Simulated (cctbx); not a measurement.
# V2Ga4Pt: precision against data quality

Space group I4/mmm (no. 139), a = 6.2750 Å, b = 6.2750 Å, c = 5.0910 Å, α = 90.00°, β = 90.00°, γ = 90.00°.

| atom | mult. | x | y | z | Ueq (Å²) |
| --- | --- | --- | --- | --- | --- |
| Pt1 | 2 | 0 | 0 | 0 | 0.0041 |
| Ga1 | 8 | 0.3039 | 0.6961 | 0 | 0.0063 |
| V1 | 4 | 0 | 1/2 | 3/4 | 0.0077 |

The model was made for the exercise: a known structure type with other elements put in, its volume estimated, not relaxed; displacement parameters are assumed.

Five simulated data sets (cctbx; Ag Kα, λ = 0.56087 Å; 2 % proportional error) differ in resolution or exposure (noise floor 2 counts in the first three, 8 in the last two). Each is refined with the right model, isotropic at 1.1 Å and anisotropic otherwise. How do the figures of merit and the uncertainties move?

```csv
d min (Å),top counts,"⟨I/σ⟩ (unmerged, absences included)",unique,param. (scale apart),Rint,R1,GooF,largest s.u. xyz (fractional),s.u. U of V1 (Å²),largest error (Å)
1.1,40000,18.3,35,4,0.017,0.0064,1.41,0.00008,0.0005,0.0004
0.84,40000,16.5,65,8,0.018,0.0055,1.04,0.00003,0.0003,0.0004
0.6,40000,15.0,167,8,0.018,0.0049,1.01,0.00002,0.0001,0.0001
0.75,300,1.5,90,8,0.196,0.0410,0.96,0.00037,0.0023,0.0027
0.75,3000,6.3,90,8,0.041,0.0122,0.96,0.00008,0.0005,0.0007
```

GooF reaches 1.41 where the model lacks something that the data hold (anisotropy at the isotropic level, for one). The s.u. of U for V1 goes 0.0005, 0.0003, 0.0001 Å² with resolution and 0.0023, 0.0005 Å² with exposure.

The 1.1 Å row also differs in its displacement model, so it isn't a clean test of resolution.

Hardware for the 0.6 Å refinement: 2.5 s on 1 thread of AMD EPYC 7R43 64-Core Processor (Zen 3) (shared host), peak memory 0.08 GiB.

[Logs are printed without paths, hosts, clocks, repeated set-up lines and the standing remarks that a program may print on its own settings, such as how far it seeks lower states.]
